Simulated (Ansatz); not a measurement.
# MgCdAg2F6: complex band structure, part 2 of 3

Aim: relax a made-up compound, MgCdAg2F6, and see how good a tunnel barrier it would be. It is built by putting Cd for part of the Mg in the MgAgF3 structure of space group R-3c, with the volume rescaled by atomic radii. The parent structure comes from the Materials Project.

Ansatz 0.2.0; PBEsol DFT, plane waves, PAW files (the session's first sound run).

So far. Step 2 (Relaxing the new crystal): The largest force component on a free atom ends at 0.0017 eV/Å.

The structure was built from a prototype and need not be the compound's stable phase.

### 3. The bulk crystal and its band edges

The energy window and the wavevectors of the next steps follow from the band edges, so these are searched first, off the mesh as well.

Contents of input.yaml:

```yaml
crystal:
  lattice:
    - [2.8924672825, 1.6699667642, 4.6002842975]
    - [-2.8924672825, 1.6699667642, 4.6002842975]
    - [0.0, -3.3399335283, 4.6002842975]
  atoms:
    - { symbol: Mg, position: [0.0, 0.0, 0.0] }
    - { symbol: Cd, position: [0.5, 0.5, 0.5] }
    - { symbol: Ag, position: [0.2470689653, 0.2470689653, 0.2470689653] }
    - { symbol: Ag, position: [0.7529310347, 0.7529310347, 0.7529310347] }
    - { symbol: F, position: [0.8628603529, 0.226862755, 0.6664847815] }
    - { symbol: F, position: [0.6664847815, 0.8628603529, 0.226862755] }
    - { symbol: F, position: [0.226862755, 0.6664847815, 0.8628603529] }
    - { symbol: F, position: [0.3335152185, 0.1371396471, 0.773137245] }
    - { symbol: F, position: [0.1371396471, 0.773137245, 0.3335152185] }
    - { symbol: F, position: [0.773137245, 0.3335152185, 0.1371396471] }
kpoints:
  mp_grid: { grid: [6, 6, 6] }
  band_path: { path: [VBM, CBM], npoints: 30 }
scf:
  occupations: { method: fixed }
hamiltonian:
  xc: pbesol
output:
  eigenvalues: true
  write_potential: true
  write_density: true
  volumetric_format: npy
```

On the command line:

```sh
$ ansatz run input.yaml --threads 2 --pin off --max-ram 4096MiB --backend cpu --events-out ev --progress --plain --runs-dir out
```

Numbers of over 12 decimals in the logs are rounded to 6 here.

Log:

```text
[...]
Crystal: 10 atoms, lattice volume = 133.325 Å³
Basis set: ecut = 420 eV, 2631 PW (Γ)
Bands: 66, of which v1, the nominal top of the filled ones, is band 55 counted from 1 (54 counted from 0)
Symmetry: 6 space group operations
[...]
k-points: 40 of 216
[...]
SCF iter   1: F=—  HF=-29946.794861 eV  |F-HF|=—  |Δ(HF+E_count)|=         —  Δρ=1.72e-2  dr2=2.65e-1  ethr=1.77e-3  ⟨swp⟩=4.2  Hψ=8058  notcnv=0  defer=351
[...]
SCF iter   8: F=-29946.719037 eV  HF=-29946.719037 eV  |F-HF|=4.95e-9  |Δ(HF+E_count)|=   4.27e-8  Δρ=3.41e-6  dr2=1.36e-8  ethr=9.09e-11  ⟨swp⟩=9.4  Hψ=8629  notcnv=0
SCF 1 converged in 8 iterations: F = -29946.719037 eV  dr2 = 1.36e-8
[...]
NSCF: frozen V_eff on 40 k-points
[...]
SCF converged after 8 iterations
Free energy (F): -29946.719037 eV
[...]
Internal energy: -29946.719037 eV  (E = F + TS)
E sigma→0 (E₀):  -29946.719037 eV
Fermi energy:    6.892949 eV
[...]
--- Band table (eV; the first three rows and the last of 40) ---
  k-point 0: bands = [... 51 lower, 6.6208, 6.6208, 6.7988, 6.7988, 8.4445, 12.5421, 14.0957, 15.7060, ... 7 higher]
  k-point 1: bands = [... 51 lower, 6.6346, 6.6856, 6.7927, 6.8239, 8.8471, 12.5292, 13.8298, 15.4604, ... 7 higher]
  k-point 2: bands = [... 51 lower, 6.6733, 6.7596, 6.8051, 6.8685, 9.8086, 12.1057, 13.4304, 15.1136, ... 7 higher]
  k-point 39: bands = [... 51 lower, 6.6537, 6.6537, 6.7856, 6.7856, 10.8615, 10.9771, 13.3599, 15.3284, ... 7 higher]
```

Wall time 18 s (2 threads of Intel Xeon 6975P-C (Granite Rapids), shared host); peak memory 0.62 GiB; 35 s of CPU time.

The column dr2 measures how far the density is from self-consistency, as an energy; F and HF (Harris–Foulkes) agree once it is small.

Numbers from this step:

| Quantity | Value |
| --- | --- |
| free energy | -29946.7190 eV |
| Fermi energy | 6.893 eV |
| gap on the k-mesh | 1.552 eV |
| gap on path | 1.548 eV, by band count; negative where bands overlap |
| direct gap on path | 1.646 eV |
| edge places on path | 0, 0.5623 1/A along the path |

Electronic bands along the path, in eV, zero at the Fermi level (highest filled level under fixed occupations); v1 is the highest filled band, c1 the lowest empty one:

| point | v4 | v3 | v2 | v1 | c1 | c2 | c3 | c4 |
| --- | --- | --- | --- | --- | --- | --- | --- | --- |
| VBM | -0.18 | -0.16 | -0.04 | 0.00 | 3.55 | 4.96 | 6.22 | 7.93 |
| halfway | -0.24 | -0.17 | -0.11 | -0.05 | 2.18 | 5.61 | 6.80 | 8.45 |
| CBM | -0.27 | -0.27 | -0.09 | -0.09 | 1.55 | 5.65 | 7.20 | 8.81 |

The searched edges give 1.55 eV, against 1.55 eV on the mesh.

### 4. Complex bands

This step: PBEsol DFT, plane waves, PAW files; complex bands by layer matching along the plane's normal (Ansatz 0.2.0).

The same crystal is laid in a cell whose first two vectors span the (101) plane (indices of the standard conventional cell, whose axes can be ordered otherwise than in the bulk input). At fixed energy and wavevector in the plane the solver finds all kz, real and complex. A few wavevectors are listed, (0, 0), (0.1458, -0.0208) and (-0.2917, -0.4375) in units of the plane's reciprocal vectors; the slowest state needn't be among them.

Contents of input.yaml:

```yaml
crystal:
  lattice:
    - [5.68487217, 0.0, 0.0]
    - [2.943379105, 4.980159371, 0.0]
    - [2.943379105, 1.620280156, 4.709212204]
  atoms:
    - { symbol: Mg, position: [0.0, 0.0, 0.0] }
    - { symbol: Cd, position: [0.5, 0.5, 0.5] }
    - { symbol: Ag, position: [0.7412068959, 0.7529310347, 0.7529310347] }
    - { symbol: Ag, position: [0.2587931041, 0.2470689653, 0.2470689653] }
    - { symbol: F, position: [0.7562078894, 0.773137245, 0.3335152185] }
    - { symbol: F, position: [0.7562078894, 0.1371396471, 0.773137245] }
    - { symbol: F, position: [0.7562078894, 0.3335152185, 0.1371396471] }
    - { symbol: F, position: [0.2437921106, 0.8628603529, 0.226862755] }
    - { symbol: F, position: [0.2437921106, 0.226862755, 0.6664847815] }
    - { symbol: F, position: [0.2437921106, 0.6664847815, 0.8628603529] }
kpoints:
  mp_grid: { grid: [6, 6, 6] }
scf:
  occupations: { method: fixed }
hamiltonian:
  xc: pbesol
output:
  eigenvalues: true
  transmission:
    leads: [[0, 0]]
    kpoints: [[0.0, 0.0], [0.1458, -0.0208], [-0.2917, -0.4375]]
    e_range: [-1.0, 2.55]
    de: 0.07
```

Log:

```text
[...]
Crystal: 10 atoms, lattice volume = 133.325 Å³
Basis set: ecut = 420 eV, 2631 PW (Γ)
Bands: 66, of which v1, the nominal top of the filled ones, is band 55 counted from 1 (54 counted from 0)
Symmetry: 6 space group operations
[...]
k-points: 40 of 216
[...]
SCF iter   1: F=—  HF=-29946.794821 eV  |F-HF|=—  |Δ(HF+E_count)|=         —  Δρ=1.72e-2  dr2=2.65e-1  ethr=1.77e-3  ⟨swp⟩=4.2  Hψ=8063  notcnv=0  defer=351
[...]
SCF iter   8: F=-29946.718997 eV  HF=-29946.718997 eV  |F-HF|=4.86e-9  |Δ(HF+E_count)|=   4.26e-8  Δρ=3.40e-6  dr2=1.36e-8  ethr=9.09e-11  ⟨swp⟩=9.4  Hψ=8635  notcnv=0
SCF 1 converged in 8 iterations: F = -29946.718997 eV  dr2 = 1.36e-8
[...]
transmission: 7 of 21 steps passed
transmission: 14 of 21 steps passed
transmission: 21 of 21 steps passed
SCF converged after 8 iterations
Free energy (F): -29946.718997 eV
[...]
Internal energy: -29946.718997 eV  (E = F + TS)
E sigma→0 (E₀):  -29946.718997 eV
Fermi energy:    6.892956 eV
[...]
--- Band table (eV; the first three rows and the last of 40) ---
  k-point 0: bands = [... 51 lower, 6.6208, 6.6208, 6.7988, 6.7988, 8.4445, 12.5421, 14.0957, 15.7060, ... 7 higher]
  k-point 1: bands = [... 51 lower, 6.6346, 6.6856, 6.7927, 6.8240, 8.8471, 12.5292, 13.8298, 15.4604, ... 7 higher]
  k-point 2: bands = [... 51 lower, 6.6733, 6.7596, 6.8051, 6.8685, 9.8086, 12.1058, 13.4304, 15.1136, ... 7 higher]
  k-point 39: bands = [... 51 lower, 6.6537, 6.6537, 6.7856, 6.7856, 10.8615, 10.9772, 13.3599, 15.3283, ... 7 higher]
--- Transmission ---
  basis      : 253 plane waves across, 7 finite elements along
  points     : 3, as listed
  energies   : 51 from -1.000000 to 2.500000 eV about the Fermi level, 0.070000 eV apart; the leads are filled to 0.775751 eV, and channels, transmission and decay are at 0.750000 eV
  crystal 0  : F6Ag2Mg1Cd1, at the sites [0, 0], period 4.7092 Å: whole cells are its period
    offset         : up to 0.0000 Å between an atom of the period and one for which it stands
    channels       : 0.000000e0 a spin
    conductance    : none, the energies end too early or step too widely for 300 K: set another output.transmission.e_range or a lower de, or, where they end at an eighth of basis.ecutwfc, a higher one
    slowest decay  : 0.2761 /Å at (0.0000, 0.0000)
```

The job ended after 49 s (2 threads; peak memory 0.87 GiB).

This step gave:

* level to which the leads are filled: 0.7758 eV from the Fermi level
* decay constant at the filling level, zone centre: 0.2761 Å⁻¹
* decay constant at the filling level, slowest listed point: 0.2761 Å⁻¹

K parallel (0, 0); values up to 1.5 1/Å, a degenerate pair printed once or twice; energies at which all values exceed this have no row. The Im kz of the slowest decaying states by energy, zero at the highest filled level on the SCF mesh:

| energy (eV) | decay 1 (Å⁻¹) | decay 2 (Å⁻¹) | decay 3 (Å⁻¹) | decay 4 (Å⁻¹) |
| --- | --- | --- | --- | --- |
| -1.00 | 0.349 | 0.501 | 0.506 | 0.545 |
| -0.86 | 0.281 | 0.318 | 0.483 | 0.557 |
| -0.72 | 0.235 | 0.356 | 0.505 | 0.525 |
| -0.58 | 0.368 | 0.405 | 0.473 | 0.496 |
| -0.44 | 0.172 | 0.431 | 0.438 | 0.494 |
| -0.30 | 0.116 | 0.117 | 0.300 | 0.372 |
| -0.16 | 0.260 | 0.309 | 0.343 | 0.572 |
| -0.02 | 0.101 | 0.386 | 0.403 | 0.426 |
| 0.12 | 0.340 | 0.350 | 0.509 | 0.676 |
| 0.26 | 0.331 | 0.411 | 0.600 | 0.728 |
| 0.40 | 0.317 | 0.457 | 0.656 | 0.673 |
| 0.54 | 0.302 | 0.492 | 0.714 | 0.718 |
| 0.68 | 0.285 | 0.521 | 0.759 | 0.815 |
| 0.82 | 0.266 | 0.545 | 0.796 | 0.817 |
| 0.96 | 0.243 | 0.566 | 0.820 | 0.828 |
| 1.10 | 0.216 | 0.585 | 0.822 | 0.852 |
| 1.24 | 0.182 | 0.601 | 0.824 | 0.870 |
| 1.38 | 0.137 | 0.615 | 0.826 | 0.883 |
| 1.52 | 0.0592 | 0.628 | 0.828 | 0.895 |
| 1.66 | 0.640 | 0.829 | 0.906 | 0.910 |
| 1.80 | 0.650 | 0.829 | 0.915 | 0.915 |
| 1.94 | 0.660 | 0.828 | 0.919 | 0.924 |
| 2.08 | 0.668 | 0.827 | 0.923 | 0.932 |
| 2.22 | 0.676 | 0.824 | 0.926 | 0.940 |
| 2.36 | 0.682 | 0.821 | 0.928 | 0.947 |
| 2.50 | 0.688 | 0.817 | 0.931 | 0.954 |

K parallel (0, 0). The Re kz of states that move upwards by energy, zero at the highest filled level on the SCF mesh:

| energy (eV) | channel 1 (Å⁻¹) | channel 2 (Å⁻¹) |
| --- | --- | --- |
| -1.00 | - | - |
| -0.86 | - | - |
| -0.79 | - | - |
| -0.65 | 0.222 | 0.508 |
| -0.51 | 0.345 | - |
| -0.37 | 0.360 | 0.574 |
| -0.30 | - | - |
| -0.16 | -0.600 | 0.318 |
| -0.02 | 0.474 | - |
| 0.12 | - | - |
| 0.19 | - | - |
| 0.33 | - | - |
| 0.47 | - | - |
| 0.54 | - | - |
| 0.68 | - | - |
| 0.82 | - | - |
| 0.96 | - | - |
| 1.03 | - | - |
| 1.17 | - | - |
| 1.31 | - | - |
| 1.38 | - | - |
| 1.52 | - | - |
| 1.66 | 0.113 | - |
| 1.80 | 0.172 | - |
| 1.87 | 0.196 | - |
| 2.01 | 0.239 | - |
| 2.15 | 0.276 | - |
| 2.29 | 0.310 | - |
| 2.36 | 0.327 | - |
| 2.50 | 0.358 | - |

K parallel (0.1458, -0.0208); values up to 1.5 1/Å, a degenerate pair printed once or twice; energies at which all values exceed this have no row. The Im kz of the slowest decaying states by energy, zero at the highest filled level on the SCF mesh:

| energy (eV) | decay 1 (Å⁻¹) | decay 2 (Å⁻¹) | decay 3 (Å⁻¹) | decay 4 (Å⁻¹) |
| --- | --- | --- | --- | --- |
| -1.00 | 0.369 | 0.378 | 0.461 | 0.468 |
| -0.86 | 0.335 | 0.337 | 0.362 | 0.435 |
| -0.72 | 0.0193 | 0.124 | 0.176 | 0.305 |
| -0.58 | 0.187 | 0.277 | 0.38 | 0.409 |
| -0.44 | 0.0432 | 0.179 | 0.325 | 0.402 |
| -0.30 | 0.0699 | 0.121 | 0.153 | 0.180 |
| -0.16 | 0.262 | 0.264 | 0.361 | 0.382 |
| -0.02 | 0.110 | 0.394 | 0.410 | 0.437 |
| 0.12 | 0.289 | 0.326 | 0.380 | 0.552 |
| 0.26 | 0.363 | 0.369 | 0.438 | 0.603 |
| 0.40 | 0.360 | 0.413 | 0.506 | 0.648 |
| 0.54 | 0.350 | 0.450 | 0.554 | 0.688 |
| 0.68 | 0.337 | 0.480 | 0.591 | 0.723 |
| 0.82 | 0.322 | 0.505 | 0.621 | 0.754 |
| 0.96 | 0.305 | 0.527 | 0.646 | 0.778 |
| 1.10 | 0.285 | 0.546 | 0.668 | 0.792 |
| 1.24 | 0.261 | 0.562 | 0.686 | 0.806 |
| 1.38 | 0.232 | 0.576 | 0.701 | 0.819 |
| 1.52 | 0.198 | 0.589 | 0.715 | 0.831 |
| 1.66 | 0.152 | 0.600 | 0.727 | 0.843 |
| 1.80 | 0.0790 | 0.611 | 0.737 | 0.854 |
| 1.94 | 0.620 | 0.745 | 0.863 | 0.864 |
| 2.08 | 0.628 | 0.753 | 0.863 | 0.873 |
| 2.22 | 0.635 | 0.759 | 0.862 | 0.881 |
| 2.36 | 0.641 | 0.764 | 0.860 | 0.889 |
| 2.50 | 0.646 | 0.768 | 0.857 | 0.896 |

K parallel (-0.2917, -0.4375); values up to 1.5 1/Å, a degenerate pair printed once or twice; energies at which all values exceed this have no row. The Im kz of the slowest decaying states by energy, zero at the highest filled level on the SCF mesh:

| energy (eV) | decay 1 (Å⁻¹) | decay 2 (Å⁻¹) | decay 3 (Å⁻¹) | decay 4 (Å⁻¹) |
| --- | --- | --- | --- | --- |
| -1.00 | 0.362 | 0.404 | 0.440 | 0.447 |
| -0.86 | 0.299 | 0.353 | 0.368 | 0.438 |
| -0.65 | 0.0181 | 0.0911 | 0.0954 | 0.418 |
| -0.44 | 0.247 | 0.292 | 0.382 | 0.400 |
| -0.30 | 0.163 | 0.287 | 0.296 | 0.308 |
| -0.16 | 0.114 | 0.154 | 0.204 | 0.323 |
| -0.02 | 0.131 | 0.184 | 0.273 | 0.385 |
| 0.05 | 0.212 | 0.252 | 0.330 | 0.339 |
| 0.26 | 0.435 | 0.440 | 0.467 | 0.503 |
| 0.40 | 0.483 | 0.520 | 0.536 | 0.539 |
| 0.54 | 0.517 | 0.530 | 0.577 | 0.585 |
| 0.75 | 0.520 | 0.558 | 0.613 | 0.642 |
| 0.96 | 0.509 | 0.589 | 0.640 | 0.686 |
| 1.10 | 0.501 | 0.606 | 0.654 | 0.710 |
| 1.24 | 0.492 | 0.620 | 0.664 | 0.728 |
| 1.45 | 0.475 | 0.638 | 0.676 | 0.750 |
| 1.66 | 0.454 | 0.651 | 0.681 | 0.773 |
| 1.80 | 0.438 | 0.658 | 0.681 | 0.789 |
| 1.94 | 0.420 | 0.664 | 0.678 | 0.806 |
| 2.15 | 0.388 | 0.669 | 0.670 | 0.834 |
| 2.36 | 0.351 | 0.656 | 0.674 | 0.852 |
| 2.50 | 0.321 | 0.646 | 0.675 | 0.863 |

At the listed wavevectors the last open channel is at -0.02 eV and the next at +1.59 eV on the grid. At +0.75 eV, the grid energy nearest the filling level (the middle of the gap on the SCF mesh), the slowest state at the listed wavevectors decays with κ = 0.276 Å⁻¹, its amplitude falling by e over 3.6 Å. Through 1 nm of this crystal that state's transmission falls by exp(−2 × 0.276 Å⁻¹ × 10 Å) = 0.0040.

[end of part 2 of 3]

[Logs are printed without paths, hosts, clocks, repeated set-up lines and the standing remarks that a program may print on its own settings, such as how far it seeks lower states.]

[Hosts, paths, dates, database ids (printed as entryN), source tags and the programs' standing remarks are cut or masked in the printed files.]
